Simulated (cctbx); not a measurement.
**In3Bi2PPd3: precision against data quality**

Space group P-62m (no. 189), a = 7.4500 Å, b = 7.4500 Å, c = 4.1480 Å, α = 90.00°, β = 90.00°, γ = 120.00°.

| atom | mult. | x | y | z | Ueq (Å²) |
| --- | --- | --- | --- | --- | --- |
| Bi1 | 2 | 1/3 | 2/3 | 0 | 0.0056 |
| In1 | 3 | 0 | 0.6062 | 1/2 | 0.0073 |
| Pd1 | 3 | 0 | 0.2714 | 0 | 0.0072 |
| P1 | 1 | 0 | 0 | 1/2 | 0.0106 |

This is a model crystal, built by substitution and not relaxed, with assumed displacement parameters.

Five simulated data sets (cctbx; Mo Kα, λ = 0.71073 Å; 3 % proportional error) differ in resolution or exposure (noise floor 2 counts in the first three, 8 in the last two). Each is refined with the right model, isotropic at 1.1 Å and anisotropic otherwise. How do the figures of merit and the uncertainties move?

```
d min (Å)  top counts  ⟨I/σ⟩ (unmerged, absences included)  unique  param. (scale apart)   Rint      R1  GooF  largest s.u. xyz (fractional)  s.u. U of P1 (Å²)  largest error (Å)
      1.1       70000                                 28.2      74                     6  0.021  0.0052  0.87                        0.00011             0.0010             0.0002
     0.84       70000                                 26.5     154                    12  0.024  0.0058  0.96                        0.00007             0.0008             0.0007
      0.6       70000                                 24.3     398                    12  0.026  0.0064  0.99                        0.00003             0.0003             0.0001
     0.75         300                                  1.8     214                    12  0.352  0.0757  0.95                        0.00098             0.0084             0.0038
     0.75        3000                                  8.8     214                    12  0.067  0.0169  0.95                        0.00018             0.0018             0.0013
```

The number of reflections grows roughly as 1/d³: 74, 154 and 398 here. R1 follows the noise rather than the truth: at 300 counts it is 0.0757, at 3000 counts 0.0169, while GooF is 0.95 and 0.95: the weights 1/σ² carry the noise. The s.u. of U (U11 where anisotropic) for P1 goes 0.0010, 0.0008, 0.0003 Å² with resolution and 0.0084, 0.0018 Å² with exposure.

Hardware for the 0.6 Å refinement: 0.42 s on 1 thread of Arm Neoverse V2, on a shared host, peak memory 0.09 GiB.

[Logs are printed without paths, hosts, clocks, repeated set-up lines and the standing remarks that a program may print on its own settings, such as how far it seeks lower states.]
